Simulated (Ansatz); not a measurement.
# linear Al chain: period, moment and channels by functional, part 3 of 4

Aim: how far do the period, the moment and the conductance of the linear Al chain depend on the functional, the datasets and spin-orbit coupling, and at what cost?

Ansatz 0.2.0; DFT PBE, plane waves, PAW; relaxation of a chain's period (the session's first sound run).

So far, conductance of the lead as this run defines it (G₀): step 3 (the wire at its relaxed period, level PBE, cutoff 420 eV) 2.00; step 5 (LDA, another cell) 2.00.

## Step 7: The perfect wire, level r2SCAN, cutoff 500 eV

This step: DFT r2SCAN, plane waves, PAW; channels and complex bands of a perfect chain (Ansatz 0.2.0).

The channels are counted again under r2SCAN, at the period that it gave. Its window is narrower, to save time.

input.yaml

```yaml
crystal:
  lattice:
    - [7.5, 0.0, 0.0]
    - [0.0, 7.5, 0.0]
    - [0.0, 0.0, 2.4054814537]
  atoms:
    - { symbol: Al, position: [0.5, 0.5, 0.0] }
kpoints:
  mp_grid: { grid: [1, 1, 34] }
  band_path: { path: ["Γ", Z], npoints: 60 }
scf:
  occupations: { method: fermi_dirac, width: 0.05 }
hamiltonian:
  xc: r2scan
output:
  transmission:
    e_range: [-0.7, 0.7]
    de: 0.035
    kmesh: [1, 1]
    reduced_basis: true
    leads: [[0, 0]]
  dos: { projected: true, e_range: [-6, 4] }
```

Command:

```bash
$ ansatz run input.yaml --threads 4 --pin off --max-ram 8192MiB --backend cpu --events-out ev --progress --plain --runs-dir out
```

Numbers of over 12 decimals in the logs are rounded to 6 here.

Output:

```text
[...]
Crystal: 1 atoms, lattice volume = 135.308 Å³
Basis set: ecut = 500 eV, 3449 PW (Γ), exchange–correlation on 240×240×72 points (64 copies of the dense FFT grid, shifted against one another)
Bands: 6, of which v1, the nominal top of the filled ones, is band 2 counted from 1 (1 counted from 0)
Symmetry: 16 space group operations
[...]
k-points: 18 of 34
[...]
Fermi energy:    -2.619724 eV
[...]
--- Band table (eV; the first three rows and the last of 18) ---
[...]
--- Transmission ---
  basis      : 593 plane waves across, 4 finite elements along
  points     : 1, standing for a mesh of 1 x 1
[...]
crystal 0  : Al1, at the sites [0, 0], period 2.4055 Å: whole cells are its period
[...]
filled         : 0.1 meV over the level at which it is neutral
    channels       : 2.000000e0 a spin
[...]
[key lines of the parts left out:]
SCF converged after 6 iterations
Free energy (F): -538.340516 eV
```

Elapsed: 7.6 s, on 4 threads of Arm Neoverse V2, shared host; peak memory 0.69 GiB.

At the computed energy nearest the Fermi level there are 2 channels a spin, and the thermal average gives 2.00 G₀.

## Step 8: Relaxing the period

This step: DFT PBEsol, plane waves, PAW; relaxation of a chain's period (Ansatz 0.2.0).

The relaxation is repeated under another functional. PBEsol weakens PBE's gradient terms and usually lands between LDA and PBE.

input.yaml

```yaml
crystal:
  lattice:
    - [7.5, 0.0, 0.0]
    - [0.0, 7.5, 0.0]
    - [0.0, 0.0, 2.2506]
  atoms:
    - { symbol: Al, position: [0.5, 0.5, 0.0], spin: 0.5 }
magnetization:
  spin_polarized: true
kpoints:
  mp_grid: { grid: [1, 1, 36] }
scf:
  occupations: { method: fermi_dirac, width: 0.05 }
hamiltonian:
  xc: pbesol
relax:
  cell: { fix: [a, b, alpha, beta, gamma] }
  max_steps: 60
```

Output:

```text
[...]
Crystal: 1 atoms, lattice volume = 126.596 Å³
Basis set: ecut = 420 eV, 2463 PW (Γ), exchange–correlation on 108×108×32 points (8 copies of the dense FFT grid, shifted against one another)
Bands: 6, of which v1, the nominal top of the filled ones, is band 2 counted from 1 (1 counted from 0)
Symmetry: 16 space group operations
[...]
0.199527       0.000000       0.000000
        0.000000       0.199527       0.000000
        0.000000       0.000000       0.028403
  P = ⅓ Tr σ = 0.1425 GPa (1.425 kbar)
--- Relaxed structure (4 steps of the walk, 4 accepted, 1 SCFs on fresh bases) ---
[...]
cell:  # Å, volume = 135.4170 Å³
    - [7.5, 0.0, 0.0]
    - [0.0, 7.5, 0.0]
    - [0.0, 0.0, 2.407414]
  atoms:
    - { symbol: Al, position: [0.5, 0.5, 0.0] }
[key lines of the parts left out:]
SCF converged after 5 iterations
Magnetization: 0.0000 μB (1.5000 up, 1.5000 down)
Free energy (F): -522.392516 eV
Fermi energy:    -2.551046 eV
```

The job ended after 3.9 s (4 threads; peak memory 0.34 GiB).

The steps of the relaxation:

| step | energy less that of the first step (eV) | largest force component (eV/Å) | pressure (GPa) | volume (Å³) |
| --- | --- | --- | --- | --- |
| 1 | 0.0000 | 0.0000 | 1.95 | 126.60 |
| 2 | -0.1172 | 0.0000 | 0.75 | 131.88 |
| 3 | -0.1357 | 0.0000 | 0.26 | 134.59 |
| 4 | -0.1367 | 0.0000 | 0.13 | 135.42 |
| 5* | -0.1378 | 0.0000 | 0.14 | 135.42 |

Relaxation steps marked * repeat the geometry before them on a plane-wave basis chosen anew for their cell, so energy and pressure can jump there.

| cell as run | before | after | change |
| --- | --- | --- | --- |
| c (Å) | 2.251 | 2.407 | +7.0 % |

Final coordinates:

```cif
data_structure
_symmetry_space_group_name_H-M 'P 1'
_symmetry_Int_Tables_number 1
_cell_length_a 7.5000
_cell_length_b 7.5000
_cell_length_c 2.4074
_cell_angle_alpha 90.000
_cell_angle_beta 90.000
_cell_angle_gamma 90.000
_cell_volume 135.42
loop_
_atom_site_label
_atom_site_type_symbol
_atom_site_fract_x
_atom_site_fract_y
_atom_site_fract_z
_atom_site_occupancy
Al1 Al 0.50000 0.50000 0.00000 1
```

The cell's length comes to 2.407 Å, -0.3 % against the first run, with no moment.

The cell grew by 7.0 % in its periodic edges.

## Step 9: The perfect wire, level PBEsol, cutoff 420 eV

This step: DFT PBEsol, plane waves, PAW; channels and complex bands of a perfect chain (Ansatz 0.2.0).

The channels are counted again under PBEsol, at the period that it gave.

input.yaml

```yaml
crystal:
  lattice:
    - [7.5, 0.0, 0.0]
    - [0.0, 7.5, 0.0]
    - [0.0, 0.0, 2.4074140674]
  atoms:
    - { symbol: Al, position: [0.5, 0.5, 0.0] }
kpoints:
  mp_grid: { grid: [1, 1, 34] }
  band_path: { path: ["Γ", Z], npoints: 60 }
scf:
  occupations: { method: fermi_dirac, width: 0.05 }
hamiltonian:
  xc: pbesol
output:
  transmission:
    e_range: [-2, 2]
    de: 0.035
    kmesh: [1, 1]
    reduced_basis: true
    leads: [[0, 0]]
  dos: { projected: true, e_range: [-6, 4] }
```

Output:

```text
[...]
Crystal: 1 atoms, lattice volume = 135.417 Å³
Basis set: ecut = 420 eV, 2625 PW (Γ)
Bands: 6, of which v1, the nominal top of the filled ones, is band 2 counted from 1 (1 counted from 0)
Symmetry: 16 space group operations
[...]
k-points: 18 of 34
[...]
Fermi energy:    -2.554448 eV
[...]
--- Band table (eV; the first three rows and the last of 18) ---
[...]
--- Transmission ---
  basis      : 497 plane waves across, 3 finite elements along
  points     : 1, standing for a mesh of 1 x 1
[...]
crystal 0  : Al1, at the sites [0, 0], period 2.4074 Å: whole cells are its period
[...]
filled         : 2.3 meV over the level at which it is neutral
    channels       : 2.000000e0 a spin
[...]
[key lines of the parts left out:]
SCF converged after 6 iterations
Free energy (F): -522.392507 eV
```

Wall time 5 s (4 threads); peak memory 0.37 GiB.

At the computed energy nearest the Fermi level there are 2 channels a spin, and the thermal average gives 2.00 G₀.

## Step 10: Side by side

Times are for 4 threads of Arm Neoverse V2, shared host. Results by setting:

| no. | level | conductance of the lead as this run defines it (G₀) | time | memory (GiB) |
| --- | --- | --- | --- | --- |
| 1 | PBE | 2.000 | 4.9 s | 0.37 |
| 2 | LDA | 2.000 | 4.8 s | 0.37 |
| 3 | r2SCAN | 2.000 | 7.6 s | 0.69 |
| 4 | PBEsol | 2.000 | 5 s | 0.37 |

## Step 11: The relaxed wire, cutoff 544.228 eV

This step: DFT PBE, plane waves, norm-conserving; relaxation of a chain's period (Ansatz 0.2.0).

The same functional on other atomic datasets tests how far the result hangs on the treatment of the cores. Against the first PBE run of this kind, the cutoff is 544.228 eV against 420.

input.yaml

```yaml
crystal:
  lattice:
    - [7.5, 0.0, 0.0]
    - [0.0, 7.5, 0.0]
    - [0.0, 0.0, 2.2506]
  atoms:
    - { symbol: Al, position: [0.5, 0.5, 0.0], spin: 0.5 }
magnetization:
  spin_polarized: true
kpoints:
  mp_grid: { grid: [1, 1, 36] }
scf:
  occupations: { method: fermi_dirac, width: 0.05 }
hamiltonian:
  xc: pbe
  pseudopotentials: { kind: nc, accuracy: standard }
relax:
  cell: { fix: [a, b, alpha, beta, gamma] }
  max_steps: 60
```

Output:

```text
[...]
Crystal: 1 atoms, lattice volume = 126.596 Å³
Basis set: ecut = 544.227725 eV, 3633 PW (Γ), exchange–correlation on 120×120×36 points (8 copies of the dense FFT grid, shifted against one another)
Bands: 6, of which v1, the nominal top of the filled ones, is band 2 counted from 1 (1 counted from 0)
Symmetry: 16 space group operations
[...]
0.202873       0.000000       0.000000
        0.000000       0.202873       0.000000
        0.000000       0.000000       0.012841
  P = ⅓ Tr σ = 0.1395 GPa (1.395 kbar)
--- Relaxed structure (4 steps of the walk, 4 accepted, 1 SCFs on fresh bases) ---
[...]
cell:  # Å, volume = 135.9500 Å³
    - [7.5, 0.0, 0.0]
    - [0.0, 7.5, 0.0]
    - [0.0, 0.0, 2.416888]
  atoms:
    - { symbol: Al, position: [0.5, 0.5, 0.0] }
[key lines of the parts left out:]
SCF converged after 5 iterations
Magnetization: 0.0000 μB (1.5000 up, 1.5000 down)
Free energy (F): -61.118351 eV
Fermi energy:    -2.526425 eV
```

Wall time 4.8 s (4 threads); peak memory 0.37 GiB.

The cell's length comes to 2.417 Å, +0.1 % against the first run, with no moment.

## Step 12: Relaxing the period

This step: DFT PBE, plane waves, PAW; relaxation of a chain's period (Ansatz 0.2.0).

No moment formed, so a run without spin should agree; this checks it and saves time.

input.yaml, the sections that differ from step 11:

```yaml
crystal:
  lattice:
    - [7.5, 0.0, 0.0]
    - [0.0, 7.5, 0.0]
    - [0.0, 0.0, 2.2506]
  atoms:
    - { symbol: Al, position: [0.5, 0.5, 0.0] }
hamiltonian:
  xc: pbe
# kpoints, scf, relax: as in step 11
# magnetization: removed
```

Output:

```text
[...]
Crystal: 1 atoms, lattice volume = 126.596 Å³
Basis set: ecut = 420 eV, 2463 PW (Γ), exchange–correlation on 108×108×32 points (8 copies of the dense FFT grid, shifted against one another)
Bands: 6, of which v1, the nominal top of the filled ones, is band 2 counted from 1 (1 counted from 0)
Symmetry: 16 space group operations
[...]
k-points: 19 of 36
[...]
--- Stress (GPa, compression-positive) ---
        0.205513      -0.000000       0.000000
       -0.000000       0.205513      -0.000000
        0.000000      -0.000000       0.028789
  P = ⅓ Tr σ = 0.1466 GPa (1.466 kbar)
--- Relaxed structure (4 steps of the walk, 4 accepted, 1 SCFs on fresh bases) ---
[...]
cell:  # Å, volume = 135.8547 Å³
    - [7.5, 0.0, 0.0]
    - [0.0, 7.5, 0.0]
    - [0.0, 0.0, 2.415195]
  atoms:
    - { symbol: Al, position: [0.5, 0.5, 0.0] }
[key lines of the parts left out:]
SCF converged after 5 iterations
Free energy (F): -535.567347 eV
Fermi energy:    -2.517210 eV
```

The job ended after 1.5 s (4 threads; peak memory 0.32 GiB).

The cell's length comes to 2.415 Å, +0.0 % against the first run, with spin left out.

## Step 13: Side by side

Times are for 4 threads of Arm Neoverse V2, shared host. Results by setting:

| no. | level | cell length along the wire (Å) | time | memory (GiB) |
| --- | --- | --- | --- | --- |
| 1 | PBE | 2.415 | 4 s | 0.34 |
| 2 | LDA | 2.390 | 2.7 s | 0.31 |
| 3 | r2SCAN | 2.405 | 15 s | 0.63 |
| 4 | PBEsol | 2.407 | 3.9 s | 0.34 |
| 5 | PBE, NC files | 2.417 | 4.8 s | 0.37 |
| 6 | PBE, no spin | 2.415 | 1.5 s | 0.32 |

## Step 14: Two-component spinors

This step: DFT PBE, plane waves, fully relativistic PAW; channels of a perfect chain with spin-orbit coupling (Ansatz 0.2.0).

Spin-orbit coupling mixes the spins and splits bands that cross or touch without it, so it can open or close channels. Fully relativistic datasets take the place of the scalar ones. The window is narrow, since spinor matrices are twice as large.

input.yaml

```yaml
crystal:
  lattice:
    - [7.5, 0.0, 0.0]
    - [0.0, 7.5, 0.0]
    - [0.0, 0.0, 2.4151928494]
  atoms:
    - { symbol: Al, position: [0.5, 0.5, 0.0] }
kpoints:
  mp_grid: { grid: [1, 1, 34] }
  band_path: { path: ["Γ", Z], npoints: 60 }
scf:
  occupations: { method: fermi_dirac, width: 0.05 }
hamiltonian:
  xc: pbe
  pseudopotentials: { kind: paw_fr }
output:
  transmission:
    e_range: [-0.42, 0.42]
    de: 0.035
    kmesh: [1, 1]
    reduced_basis: false
    leads: [[0, 0]]
magnetization:
  noncollinear: true
  spin_orbit: true
```

Output:

```text
[...]
non-collinear run that drives no moment, with spin-orbit: no starting moment large enough to seed its density (crystal.atoms[].spin), no starting occupations that ask for one, no magnetisation constraint and no magnetic field, so the semilocal B_xc is pinned to zero
Crystal: 1 atoms, lattice volume = 135.855 Å³
Basis set: ecut = 420 eV, 2633 PW (Γ)
Bands: 12, of which v1, the nominal top of the filled ones, is band 3 counted from 1 (2 counted from 0)
Symmetry: 16 space group operations + 16 with time reversal
[...]
k-points: 18 of 34
Projection manifold: j_resolved (fully-relativistic pseudo-atomic orbitals)
[...]
SCF iter   1: F=—  HF=-535.715030 eV  |F-HF|=—  |Δ(HF+E_count)|=         —  Δρ=1.51e-2  dr2=4.64e-1  dr2_m=0.00e0 (ungated)  ethr=3.10e-3  |M|=0.00e0 ∫|m|=0.00e0 μB  |m|>n=0.0e0 m-floor=0.0e0 τ_xc=0.0e0  β_m=1.00  ⟨swp⟩=7.1  Hψ=909  notcnv=0  defer=2
[...]
spin=Noncollinear: LDOS preconditioning applied to the charge; magnetization (m_x, m_y, m_z) channels mix plain (no charge-response kernel on spin).
SCF iter   2: F=—  HF=-535.550673 eV  |F-HF|=—  |Δ(HF+E_count)|=   1.64e-1  Δρ=3.90e-3  dr2=1.84e-2  dr2_m=0.00e0 (ungated)  ethr=3.10e-3  |M|=0.00e0 ∫|m|=0.00e0 μB  |m|>n=0.0e0 m-floor=0.0e0 τ_xc=0.0e0  β_m=0.94  ⟨swp⟩=2.4  Hψ=270  notcnv=0  defer=56
[...]
SCF iter   7: F=-535.568618 eV  HF=-535.568618 eV  |F-HF|=3.74e-10  |Δ(HF+E_count)|=   3.76e-8  Δρ=4.44e-7  dr2=3.56e-10  dr2_m=0.00e0 (ungated)  ethr=7.19e-10  |M|=0.00e0 ∫|m|=0.00e0 μB  |m|>n=0.0e0 m-floor=0.0e0 τ_xc=0.0e0  ⟨swp⟩=1.4  Hψ=306  notcnv=0
SCF 1 converged in 7 iterations: F = -535.568618 eV  dr2 = 3.56e-10
[...]
transmission: 3 of 3 steps passed
SCF converged after 7 iterations
Magnetization: |M| = 0.0000 μB,  M = (+0.0000, +0.0000, +0.0000) μB
Absolute magnetization: 0.0000 μB (∫|m|)
  site 0: m = (+0.0000, +0.0000, +0.0000) μB, |m| = 0.0000 μB  (R = 1.00 Å)
Free energy (F): -535.568618 eV
[...]
Internal energy: -535.557465 eV  (E = F + TS)
E sigma→0 (E₀):  -535.563041 eV
Entropy (-TS):   -0.011152 eV (-11.152 meV/atom)
Fermi energy:    -2.520460 eV
[...]
--- Band table (eV; the first three rows and the last of 18) ---
  k-point 0: bands = [-8.9245, -8.9245, -2.9055, -2.9055, -2.8937, -2.8937, 0.2414, ... 5 higher]
  k-point 1: bands = [-8.9029, -8.9029, -2.8847, -2.8847, -2.8729, -2.8729, 0.2629, ... 5 higher]
  k-point 2: bands = [-8.8380, -8.8380, -2.8224, -2.8224, -2.8106, -2.8106, 0.3274, ... 5 higher]
  k-point 17: bands = [-3.8107, -3.8107, -1.7407, -1.7407, 2.7583, 2.7583, 2.7768, ... 5 higher]
--- Transmission ---
  basis      : 497 plane waves across, 3 finite elements along
  points     : 1, standing for a mesh of 1 x 1
[...]
crystal 0  : Al1, at the sites [0, 0], period 2.4152 Å: whole cells are its period
[...]
filled         : 2.4 meV over the level at which it is neutral
    channels       : 4.000000e0 of both spins
[...]
```

Wall time 2.9 min (4 threads); peak memory 4.8 GiB.

This step gave:

```yaml
energy_at_zero_smearing: -535.5630 eV
channels_at_the_energy_nearest_the_fermi_level_both_spins: 4
```

The open channels of the lead, both spins by energy, zero at the Fermi level:

energy (eV), open channels of the lead, both spins and a bar:
```
   -0.420       0.00 
   -0.385       2.00 ###############
   -0.350       4.00 ##############################
   -0.315       4.00 ##############################
   -0.280       4.00 ##############################
   -0.245       4.00 ##############################
   -0.210       4.00 ##############################
   -0.175       4.00 ##############################
   -0.140       4.00 ##############################
   -0.105       4.00 ##############################
   -0.070       4.00 ##############################
   -0.035       4.00 ##############################
    0.000       4.00 ##############################
    0.035       4.00 ##############################
    0.070       4.00 ##############################
    0.105       4.00 ##############################
    0.140       4.00 ##############################
    0.175       4.00 ##############################
    0.210       4.00 ##############################
    0.245       4.00 ##############################
    0.280       4.00 ##############################
    0.315       4.00 ##############################
    0.350       4.00 ##############################
    0.385       4.00 ##############################
    0.420       4.00 ##############################
```

The slowest values at each energy, most degenerate partners merged, listed up to 1.5 1/Å. Im kz of the slowest decaying states against energy, zero at the Fermi level:

| energy (eV) | decay 1 (Å⁻¹) | decay 2 (Å⁻¹) | decay 3 (Å⁻¹) | decay 4 (Å⁻¹) |
| --- | --- | --- | --- | --- |
| -0.420 | 0.0989 | 0.115 | 0.115 | 0.919 |
| -0.385 | 0.0572 | 0.116 | 0.914 | 1.07 |
| -0.350 | 0.116 | 0.909 | 1.07 | 1.21 |
| -0.315 | 0.116 | 0.904 | 1.06 | 1.20 |
| -0.280 | 0.116 | 0.899 | 1.06 | 1.20 |
| -0.245 | 0.116 | 0.894 | 1.05 | 1.19 |
| -0.210 | 0.116 | 0.889 | 1.05 | 1.19 |
| -0.175 | 0.115 | 0.883 | 1.05 | 1.19 |
| -0.140 | 0.115 | 0.878 | 1.04 | 1.18 |
| -0.105 | 0.114 | 0.873 | 1.04 | 1.18 |
| -0.070 | 0.114 | 0.868 | 1.03 | 1.18 |
| -0.035 | 0.113 | 0.862 | 1.03 | 1.17 |
| 0.000 | 0.112 | 0.857 | 1.02 | 1.17 |
| 0.035 | 0.110 | 0.852 | 1.02 | 1.16 |
| 0.070 | 0.109 | 0.846 | 1.01 | 1.16 |
| 0.105 | 0.108 | 0.841 | 1.01 | 1.16 |
| 0.140 | 0.106 | 0.835 | 1.00 | 1.15 |
| 0.175 | 0.104 | 0.830 | 1.00 | 1.15 |
| 0.210 | 0.102 | 0.824 | 0.996 | 1.14 |
| 0.245 | 0.100 | 0.819 | 0.991 | 1.14 |
| 0.280 | 0.0978 | 0.813 | 0.986 | 1.14 |
| 0.315 | 0.0952 | 0.807 | 0.982 | 1.13 |
| 0.350 | 0.0925 | 0.802 | 0.977 | 1.13 |
| 0.385 | 0.0895 | 0.796 | 0.972 | 1.12 |
| 0.420 | 0.0862 | 0.790 | 0.967 | 1.12 |

Electronic bands along the path, in eV, zero at the Fermi level:

| point | band 1 | band 2 | band 3 | band 4 | band 5 | band 6 | band 7 | band 8 |
| --- | --- | --- | --- | --- | --- | --- | --- | --- |
| Γ | -6.40 | -6.40 | -0.39 | -0.39 | -0.37 | -0.37 | 2.76 | 2.76 |
| halfway | -4.86 | -4.86 | 1.12 | 1.12 | 1.13 | 1.13 | 4.21 | 4.21 |
| Z | -1.29 | -1.29 | 0.78 | 0.78 | 5.28 | 5.28 | 5.30 | 5.30 |

At the computed energy nearest the Fermi level there are 4 spinor channels, and the thermal average gives 2.00 G₀.

(Continued in part 4 of 4.)

[Logs are printed without paths, hosts, clocks, repeated set-up lines and the standing remarks that a program may print on its own settings, such as how far it seeks lower states.]

[Hosts, paths, dates, database ids (printed as entryN), source tags and the programs' standing remarks are cut or masked in the printed files.]
